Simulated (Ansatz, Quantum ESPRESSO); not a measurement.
# Rb (Im-3m): electron–phonon coupling with Quantum ESPRESSO, part 2 of 2

Each step names its level of theory.

So far. Step 2 (Relaxation): The largest force is now zero by symmetry and the largest stress component 0.0049 GPa. Step 3 (Ground state with pw.x): With these potentials, mesh and smearing the cell is at 0.0060 GPa. The relaxed cell has a = 5.672 Å (conventional setting).

## 4. Deformation potentials: PseudoDojo files, cutoff 625.862 eV, Fermi–Dirac smearing of 0.1 eV

The exported deformation potentials allow the same Gaussian double-delta sums that other programs print.

This step: DFT PBE, scalar-relativistic, plane waves, PseudoDojo norm-conserving pseudopotentials (Ansatz 0.2.0).

input.yaml

```yaml
crystal:
  lattice:
    - [-2.8361822439, 2.8361822439, 2.8361822439]
    - [2.8361822439, -2.8361822439, 2.8361822439]
    - [2.8361822439, 2.8361822439, -2.8361822439]
  atoms:
    - { symbol: Rb, position: [0.0, 0.0, 0.0] }
kpoints:
  mp_grid: { grid: [6, 6, 6] }
hamiltonian:
  xc: pbe
  pseudopotentials: { kind: nc, accuracy: standard }
scf:
  occupations: { method: fermi_dirac, width: 0.1 }
  n_extra_bands: 10
output:
  eigenvalues: true
basis:
  ecutwfc: 625.862
phonons:
  method: dfpt
  qmesh: [2, 2, 2]
  temperatures: { t_max: 1000, t_step: 50 }
  qpath:
    path:
      - [[0.0, 0.0, 0.0], [0.5, -0.5, 0.5], [0.0, 0.0, 0.5], [0.0, 0.0, 0.0], [0.25, 0.25, 0.25], [0.5, -0.5, 0.5]]
      - [[0.25, 0.25, 0.25], [0.0, 0.0, 0.5]]
    npoints: 10
  electron_phonon_deformation_potentials: { window_half_width: 2.5 }
```

The run is started by

```console
> ansatz run input.yaml --threads 4 --pin off --max-ram 8192MiB --backend cpu --events-out ev --progress --plain --runs-dir out
```

Numbers of over 12 decimals in the logs are rounded to 6 here.

Output:

```text
Warning: basis.ecutwfc = 625.862 eV is below the records' recommended 630 eV, and the density's cutoff is lower with it unless basis.ecutrho_ratio is high enough to keep the records' density cutoff: compare with a run at a higher cutoff
[...]
Crystal: 1 atoms, lattice volume = 91.256 Å³
Basis set: ecut = 625.862 eV, 3151 PW (Γ), exchange–correlation on 90×90×90 points (8 copies of the dense FFT grid, shifted against one another)
Bands: 15, of which v1, the nominal top of the filled ones, is band 5 counted from 1 (4 counted from 0)
Symmetry: 48 space group operations
k-points: 16 of 216
[...]
SCF iter   1: F=—  HF=-734.814625 eV  |F-HF|=—  |Δ(HF+E_count)|=         —  Δρ=2.56e-3  dr2=1.84e-2  ethr=3.10e-3  ⟨swp⟩=6.8  Hψ=1786  notcnv=0  defer=5
[...]
SCF iter   9: F=-734.812378 eV  HF=-734.812378 eV  |F-HF|=1.14e-12  |Δ(HF+E_count)|=  3.91e-11  Δρ=1.48e-8  dr2=1.70e-13  ethr=1.00e-12  ⟨swp⟩=11.3  Hψ=1130  notcnv=0
SCF 1 converged in 9 iterations: F = -734.812378 eV  dr2 = 1.70e-13
NSCF: frozen V_eff on 16 k-points
[...]
DFPT response loops at q = (0, 0, 0) (fractional): preconditioner auto → Kerker (q_TF=auto, 1.854 Å⁻¹) (partly filled bands, converged f_vac=0.000); β = 1.00, the filter's whole step (`scf.mixing.beta` (0.50) is not read by the response loops under this deck's `scf.mixing.preconditioner`; to damp them name `kerker` or `kerker_dos`, under which they read `scf.mixing.beta`, and type it under 1.00, their step now; both keys bind the ground state too); Anderson in place of MSR1; while a model of the screening serves, it and β = 1 on shorter waves in the place of filter and β
[...]
SCF converged after 9 iterations
Free energy (F): -734.812378 eV
[...]
Internal energy: -734.774006 eV  (E = F + TS)
E sigma→0 (E₀):  -734.793192 eV
Entropy (-TS):   -0.038372 eV (-38.372 meV/atom)
Fermi energy:    1.968868 eV
[...]
--- Band table (eV; the first three rows and the last of 16) ---
  k-point 0: bands = [... 1 lower, -10.9807, -10.9807, -10.9807, 0.0003, 5.6455, 5.6455, 5.6455, 6.5769, ... 6 higher]
  k-point 1: bands = [... 1 lower, -11.0049, -10.9887, -10.9808, 0.3228, 5.0546, 5.2648, 5.9429, 6.3152, ... 6 higher]
  k-point 2: bands = [... 1 lower, -11.0521, -11.0046, -10.9808, 1.2074, 3.7980, 4.7510, 6.4258, 6.5903, ... 6 higher]
  k-point 15: bands = [... 1 lower, -11.0487, -11.0487, -11.0487, 3.2291, 3.2291, 5.2079, 5.2079, 5.2079, ... 6 higher]
--- Phonons (Γ-DFPT): 1 representative perturbation + reference (Σ response iterations 2) ---
  ASR residual: 3.992e-5 → 0.000e0 eV/Å²; symmetrization residual: 2.033e-20 eV/Å²
  ASR residual per site (eV/Å²): 3.99e-5
  Γ frequencies (cm⁻¹): 0.00 0.00 0.00
--- Phonons (arbitrary-q DFPT): 3 irreducible q on the 2×2×2 mesh ---
  q = [0.0000, 0.0000, 0.0000] (star 1, of the zone-centre solve; hermiticity 7.11e-25, symmetrization 8.49e-16): -0.00 -0.00 -0.00
  q = [0.0000, 0.0000, -0.5000] (star 6, 2 solved perturbations in 68 linear systems a pass and spin channel, the states on 68 of 216 k-point pairs; hermiticity 2.12e-12, symmetrization 1.72e-12): 8.39 29.80 47.30
  q = [-0.5000, -0.5000, -0.5000] (star 1, 1 solved perturbation in 28 linear systems a pass and spin channel, the states on 16 of 216 k-point pairs; hermiticity 2.37e-13, symmetrization 1.97e-12): 44.13 44.13 44.13
  sum rule: each row above includes the acoustic sum rule's correction from the zone centre's row sums; it moved no ω² by more than (0.36 cm⁻¹)²
  mesh force constants: q→R imaginary residual 0.00e0; ASR residual 3.992e-5 → 0.000e0 eV/Å²; symmetrization residual 1.665e-16 eV/Å²
  interpolated dispersion: 62 rows × 3 modes
  density of states and harmonic sums: on the 16×16×16 q-mesh, interpolated from the force constants of a 2×2×2 supercell (no non-analytic term)
  largest difference from the sums on the solved wave vectors: F 8.14e-2 eV, S 1.14e-4 and C_V 3.23e-5 eV/K
  zero-point energy: 0.005633 eV/cell   skipped modes (ω ≤ 0): 3   left out of the sums: 2.44e-4 of the cell's modes: C_V's classical limit lies that fraction below 3 k_B per atom; for a crystal, a wire or a layer, F and S can be off by more, and a phonons.interpolated_qmesh denser along its periods is the remedy for the sampling
Electron–phonon deformation potentials of 2 wavevectors written to <dir>
```

It took 8.2 s on 4 threads of Arm Neoverse V2, shared host; peak memory 1 GiB; 31 s of CPU time.

Numbers from this step:

| Property | Result |
| --- | --- |
| zero point energy | 0.005633 eV/cell |
| share of imaginary modes in the plain interpolation between solved wavevectors | 0 |
| highest frequency, solved or plainly interpolated | 47.3 cm⁻¹ |
| Debye temperature (second moment) | 60 K |

Allen's double-delta sum on the run's k mesh, delta = exp(-(x/sigma)^2)/(sigma sqrt(pi)); at the zone centre the sum is no linewidth. Double-delta sums:

| q1 | q2 | q3 | star | mode | omega (meV) | lambda_q, sigma 0.05 eV | lambda_q, sigma 0.1 eV | lambda_q, sigma 0.2 eV | lambda_q, sigma 0.3 eV | lambda_q, sigma 0.4 eV | half width at sigma 0.2 (meV) | <D²> at sigma 0.2 ((eV/Å)²) | nesting at sigma 0.2 (1/eV²) |
| --- | --- | --- | --- | --- | --- | --- | --- | --- | --- | --- | --- | --- | --- |
| 0 | 0 | -0.5 | 6 | 1 | 1.04 | 3.595 | 1.793 | 0.8076 | 0.4681 | 0.3128 | 0.001895 | 0.02105 | 0.5857 |
| 0 | 0 | -0.5 | 6 | 2 | 3.695 | 0.3541 | 0.1766 | 0.07956 | 0.04699 | 0.03306 | 0.002357 | 0.02619 | 0.5857 |
| 0 | 0 | -0.5 | 6 | 3 | 5.865 | 0.5594 | 0.279 | 0.1257 | 0.07706 | 0.06743 | 0.009381 | 0.1042 | 0.5857 |
| -0.5 | -0.5 | -0.5 | 1 | 1 | 5.471 | 0.3151 | 0.1571 | 0.07075 | 0.04074 | 0.02843 | 0.004594 | 0.01717 | 1.742 |
| -0.5 | -0.5 | -0.5 | 1 | 2 | 5.471 | 0.3151 | 0.1571 | 0.07075 | 0.04074 | 0.02843 | 0.004594 | 0.01717 | 1.742 |
| -0.5 | -0.5 | -0.5 | 1 | 3 | 5.471 | 0.3151 | 0.1571 | 0.07075 | 0.04074 | 0.02843 | 0.004594 | 0.01717 | 1.742 |

Mean over the q mesh without its centre; few wavevectors enter, so none of the widths can be taken as converged. Coupling constant λ, lambda against Gaussian width:

| Gaussian width (eV) | coupling constant λ, lambda |
| --- | --- |
| 0.050 | 4 |
| 0.100 | 2.00 |
| 0.200 | 0.898 |
| 0.300 | 0.525 |
| 0.400 | 0.366 |

Among the solved wavevectors the lowest mode, translations apart, is 8.4 cm⁻¹, so these are real on this k mesh.

## 5. Ground state with pw.x

ph.x needs a tightly converged ground state on the same k mesh; the cell is that of the step before.

This step: DFT PBE, scalar-relativistic, plane waves, PseudoDojo norm-conserving pseudopotentials (Quantum ESPRESSO 7.5).

pw.in

```
&control
   calculation = 'scf'
   prefix = 'x'
   outdir = './tmp'
   pseudo_dir = './pseudo'
   tprnfor = .true.
   tstress = .true.
/
&system
   ibrav = 0
   nat = 1
   ntyp = 1
   ecutwfc = 46.0
   ecutrho = 184.0
   occupations = 'smearing'
   smearing = 'fd'
   degauss = 0.00734986
   nbnd = 11
/
&electrons
   conv_thr = 1.0d-11
   mixing_beta = 0.5
/
ATOMIC_SPECIES
 Rb     85.4678  Rb.upf
CELL_PARAMETERS angstrom
    -2.836182244    2.836182244    2.836182244
     2.836182244   -2.836182244    2.836182244
     2.836182244    2.836182244   -2.836182244
ATOMIC_POSITIONS crystal
 Rb     0.000000000   0.000000000   0.000000000
K_POINTS automatic
 6 6 6 0 0 0
```

The run is started by

```console
> OMP_NUM_THREADS=1 mpirun -n 4 pw.x -nk 4 -in pw.in > pw.x.log
```

Output:

```text
[banner, memory and clock lines left out]
Program PWSCF v.7.5

     Message from routine setup:
     using ibrav=0 with symmetry is DISCOURAGED, use correct ibrav instead

     G-vector sticks info

     bravais-lattice index     =            0
     lattice parameter (alat)  =       9.2831  a.u.
     unit-cell volume          =     615.8274 (a.u.)^3
     number of atoms/cell      =            1
     number of atomic types    =            1
     number of electrons       =         9.00
     number of Kohn-Sham states=           11
     kinetic-energy cutoff     =      46.0000  Ry
     charge density cutoff     =     184.0000  Ry
     scf convergence threshold =      1.0E-11
     mixing beta               =       0.5000
     number of iterations used =            8  plain     mixing
     Exchange-correlation= PBE
                           (   1   4   3   4   0   0   0)

     celldm(1)=   9.283113  celldm(2)=   0.000000  celldm(3)=   0.000000
     celldm(4)=   0.000000  celldm(5)=   0.000000  celldm(6)=   0.000000

     crystal axes: (cart. coord. in units of alat)
               a(1) = (  -0.577350   0.577350   0.577350 )
               a(2) = (   0.577350  -0.577350   0.577350 )
               a(3) = (   0.577350   0.577350  -0.577350 )

     reciprocal axes: (cart. coord. in units 2 pi/alat)
               b(1) = ( -0.000000  0.866025  0.866025 )
               b(2) = (  0.866025 -0.000000  0.866025 )
               b(3) = (  0.866025  0.866025  0.000000 )

     PseudoPot. # 1 for Rb read from file:
     ./pseudo/Rb.upf
     Pseudo is Norm-conserving + core correction, Zval =  9.0
     Using radial grid of 2308 points,  6 beta functions with:
                l(1) =   0
                l(2) =   0
                l(3) =   1
                l(4) =   1
                l(5) =   2
                l(6) =   2

     atomic species   valence    mass     pseudopotential
     Rb                9.00    85.46780     Rb( 1.00)

     48 Sym. Ops., with inversion, found

   Cartesian axes

     site n.     atom                  positions (alat units)
         1        Rb     tau(   1) = (   0.0000000   0.0000000   0.0000000  )

     number of k points=    16  Fermi-Dirac smearing, width (Ry)=  0.0073
                       cart. coord. in units 2pi/alat
        k(    1) = (   0.0000000   0.0000000   0.0000000), wk =   0.0092593
        k(    2) = (   0.1443376   0.1443376   0.0000000), wk =   0.1111111
        k(    3) = (   0.2886751   0.2886751   0.0000000), wk =   0.1111111
        k(    4) = (  -0.4330127  -0.4330127   0.0000000), wk =   0.0555556
        k(    5) = (   0.2886751   0.1443376   0.1443376), wk =   0.2222222
        k(    6) = (   0.4330127   0.2886751   0.1443376), wk =   0.4444444
        k(    7) = (   0.5773503   0.2886751   0.2886751), wk =   0.0740741
        k(    8) = (   0.2886751   0.2886751   0.2886751), wk =   0.0740741
        k(    9) = (   0.4330127   0.4330127   0.2886751), wk =   0.1111111
        k(   10) = (   0.0000000   0.0000000   0.2886751), wk =   0.0555556
        k(   11) = (  -0.0000000  -0.1443376   0.4330127), wk =   0.2222222
        k(   12) = (  -0.8660254  -0.2886751  -0.2886751), wk =   0.1111111
        k(   13) = (  -0.7216878  -0.1443376  -0.2886751), wk =   0.2222222
        k(   14) = (  -0.0000000  -0.0000000   0.5773503), wk =   0.0555556
        k(   15) = (  -0.8660254  -0.1443376  -0.1443376), wk =   0.1111111
        k(   16) = (  -0.8660254  -0.8660254  -0.8660254), wk =   0.0092593

     Dense  grid:    25939 G-vectors     FFT dimensions: (  45,  45,  45)

     Initial potential from superposition of free atoms

     starting charge       8.9752, renormalised to       9.0000
     Starting wfcs are    5 randomized atomic wfcs +    6 random wfcs

     per-process dynamical memory:    21.5 Mb

     Self-consistent Calculation

     iteration #  1     ecut=    46.00 Ry     beta= 0.50
     Davidson diagonalization with overlap
     ethr =  1.00E-02,  avg # of iterations =  7.9

     Threshold (ethr) on eigenvalues was too large:
     Diagonalizing with lowered threshold

     Davidson diagonalization with overlap
     ethr =  1.43E-05,  avg # of iterations =  9.4

     total energy              =     -54.15244552 Ry
     estimated scf accuracy    <       0.00130701 Ry

     iteration #  2     ecut=    46.00 Ry     beta= 0.50
     Davidson diagonalization with overlap
     ethr =  1.45E-05,  avg # of iterations =  2.2

     total energy              =     -54.15260320 Ry
     estimated scf accuracy    <       0.00016887 Ry

     iteration #  3     ecut=    46.00 Ry     beta= 0.50
     Davidson diagonalization with overlap
     ethr =  1.88E-06,  avg # of iterations =  5.3

     total energy              =     -54.15262534 Ry
     estimated scf accuracy    <       0.00001994 Ry

     iteration #  4     ecut=    46.00 Ry     beta= 0.50
     Davidson diagonalization with overlap
     ethr =  2.22E-07,  avg # of iterations =  1.6

     total energy              =     -54.15262643 Ry
     estimated scf accuracy    <       0.00000006 Ry

     iteration #  5     ecut=    46.00 Ry     beta= 0.50
     Davidson diagonalization with overlap
     ethr =  6.13E-10,  avg # of iterations =  3.4

     total energy              =     -54.15262646 Ry
     estimated scf accuracy    <          6.2E-09 Ry

     iteration #  6     ecut=    46.00 Ry     beta= 0.50
     Davidson diagonalization with overlap
     ethr =  6.83E-11,  avg # of iterations =  2.0

     total energy              =     -54.15262647 Ry
     estimated scf accuracy    <          4.4E-10 Ry

     iteration #  7     ecut=    46.00 Ry     beta= 0.50
     Davidson diagonalization with overlap
     ethr =  4.89E-12,  avg # of iterations =  2.0

     total energy              =     -54.15262647 Ry
     estimated scf accuracy    <          1.5E-11 Ry

     iteration #  8     ecut=    46.00 Ry     beta= 0.50
     Davidson diagonalization with overlap
     ethr =  1.66E-13,  avg # of iterations =  2.4

     End of self-consistent calculation

          k = 0.0000 0.0000 0.0000 (  3151 PWs)   bands (ev):

   -26.9410 -10.9820 -10.9820 -10.9820  -0.0009   5.6438   5.6438   5.6438
     6.5752   6.5752   8.6464

          k = 0.1443 0.1443 0.0000 (  3233 PWs)   bands (ev):

   -26.9400 -11.0061 -10.9899 -10.9820   0.3215   5.0537   5.2635   5.9417
     6.3140   6.4896   9.0669

          k = 0.2887 0.2887 0.0000 (  3238 PWs)   bands (ev):

   -26.9379 -11.0533 -11.0058 -10.9819   1.2062   3.7970   4.7496   6.4243
     6.5911   6.7948   8.1347

          k =-0.4330-0.4330 0.0000 (  3248 PWs)   bands (ev):

   -26.9369 -11.0764 -11.0136 -10.9819   2.2069   2.7442   4.5522   6.2138
     7.1129   7.1924   7.9043

          k = 0.2887 0.1443 0.1443 (  3250 PWs)   bands (ev):

   -26.9385 -11.0381 -10.9998 -10.9875   0.9294   4.3232   4.6570   6.1858
     6.3577   6.9405   8.1843

          k = 0.4330 0.2887 0.1443 (  3237 PWs)   bands (ev):

   -26.9369 -11.0645 -11.0184 -10.9894   1.9924   3.2785   4.2262   6.0200
     6.7158   7.2161   8.1239

          k = 0.5774 0.2887 0.2887 (  3229 PWs)   bands (ev):

   -26.9364 -11.0471 -11.0471 -10.9939   3.0671   3.0671   3.2146   5.9206
     6.7589   6.7590   8.5861

          k = 0.2887 0.2887 0.2887 (  3226 PWs)   bands (ev):

   -26.9373 -11.0564 -11.0031 -11.0031   1.7642   3.8583   3.8583   5.8295
     7.0114   7.0114   8.2606

          k = 0.4330 0.4330 0.2887 (  3240 PWs)   bands (ev):

   -26.9368 -11.0520 -11.0245 -11.0048   2.8541   2.9615   3.7114   5.1414
     7.1487   7.2717   8.3938

          k = 0.0000 0.0000 0.2887 (  3255 PWs)   bands (ev):

   -26.9390 -11.0105 -10.9982 -10.9982   0.6333   5.0885   5.1806   5.1806
     6.0457   7.1032   8.1243

          k =-0.0000-0.1443 0.4330 (  3241 PWs)   bands (ev):

   -26.9371 -11.0490 -11.0146 -11.0001   1.4904   3.8854   4.8619   5.2788
     6.6259   6.7904   7.9540

          k =-0.8660-0.2887-0.2887 (  3222 PWs)   bands (ev):

   -26.9361 -11.0698 -11.0227 -10.9992   2.5381   2.8232   4.7098   5.0843
     6.6925   7.8539   7.8673

          k =-0.7217-0.1443-0.2887 (  3258 PWs)   bands (ev):

   -26.9357 -11.0581 -11.0371 -11.0063   2.4712   3.3915   4.0100   5.6663
     6.0782   7.1840   8.0263

          k =-0.0000-0.0000 0.5774 (  3260 PWs)   bands (ev):

   -26.9353 -11.0442 -11.0321 -11.0321   2.2343   3.7070   5.0110   5.0110
     5.3951   7.1090   8.2501

          k =-0.8660-0.1443-0.1443 (  3268 PWs)   bands (ev):

   -26.9345 -11.0565 -11.0408 -11.0331   3.0490   3.1749   4.5363   5.0391
     5.7162   7.5046   7.8709

          k =-0.8660-0.8660-0.8660 (  3300 PWs)   bands (ev):

   -26.9336 -11.0498 -11.0498 -11.0498   3.2278   3.2278   5.2081   5.2081
     5.2081   6.7443   7.9339

     the Fermi energy is     1.9676 ev

!    total energy              =     -54.15262647 Ry
     estimated scf accuracy    <          2.0E-13 Ry
     smearing contrib. (-TS)   =      -0.00282035 Ry
     internal energy E=F+TS    =     -54.14980612 Ry

     The total energy is F=E-TS. E is the sum of the following terms:
     one-electron contribution =     -26.86443716 Ry
     hartree contribution      =      14.24259418 Ry
     xc contribution           =     -14.02801091 Ry
     ewald contribution        =     -27.49995222 Ry

     convergence has been achieved in   8 iterations

     Forces acting on atoms (cartesian axes, Ry/au):

     atom    1 type  1   force =     0.00000000    0.00000000    0.00000000

     Total force =     0.000000     Total SCF correction =     0.000000

     Computing stress (Cartesian axis) and pressure

          total   stress  (Ry/bohr**3)                   (kbar)     P=        0.13
   0.00000091   0.00000000   0.00000000            0.13        0.00        0.00
   0.00000000   0.00000091   0.00000000            0.00        0.13        0.00
   0.00000000   0.00000000   0.00000091            0.00        0.00        0.13

     XML data file, charge density, pseudopotentials, collected wavefunctions
```

Run time: 3.5 s. Hardware: 4 MPI ranks.

Numbers from this step:

```yaml
pressure: 0.01300 GPa
```

With these potentials, mesh and smearing the cell is at 0.013 GPa.

## 6. Summary of results

* phonon run of the rows without a label of their own: PBE, q 2×2×2, k 6×6×6
* softest mode on the q mesh: 8.4 cm⁻¹ at q = (0.5, 0, 0)
* highest frequency, solved or plainly interpolated: 47.3 cm⁻¹
* coupling λ by Gaussian sums at 0.2 eV, Ansatz, PseudoDojo, cutoff 626 eV, q 2×2×2, k 6×6×6: 0.898

What this shows: In the last run that gave them, λ from the Gaussian sums still varies by a factor of 5.4 between widths of 0.1 and 0.4 eV; these sums hold few wavevectors and leave out the zone centre.

[Logs are printed without paths, hosts, clocks, repeated set-up lines and the standing remarks that a program may print on its own settings, such as how far it seeks lower states.]

[Hosts, paths, dates, database ids (printed as entryN), source tags and the programs' standing remarks are cut or masked in the printed files.]
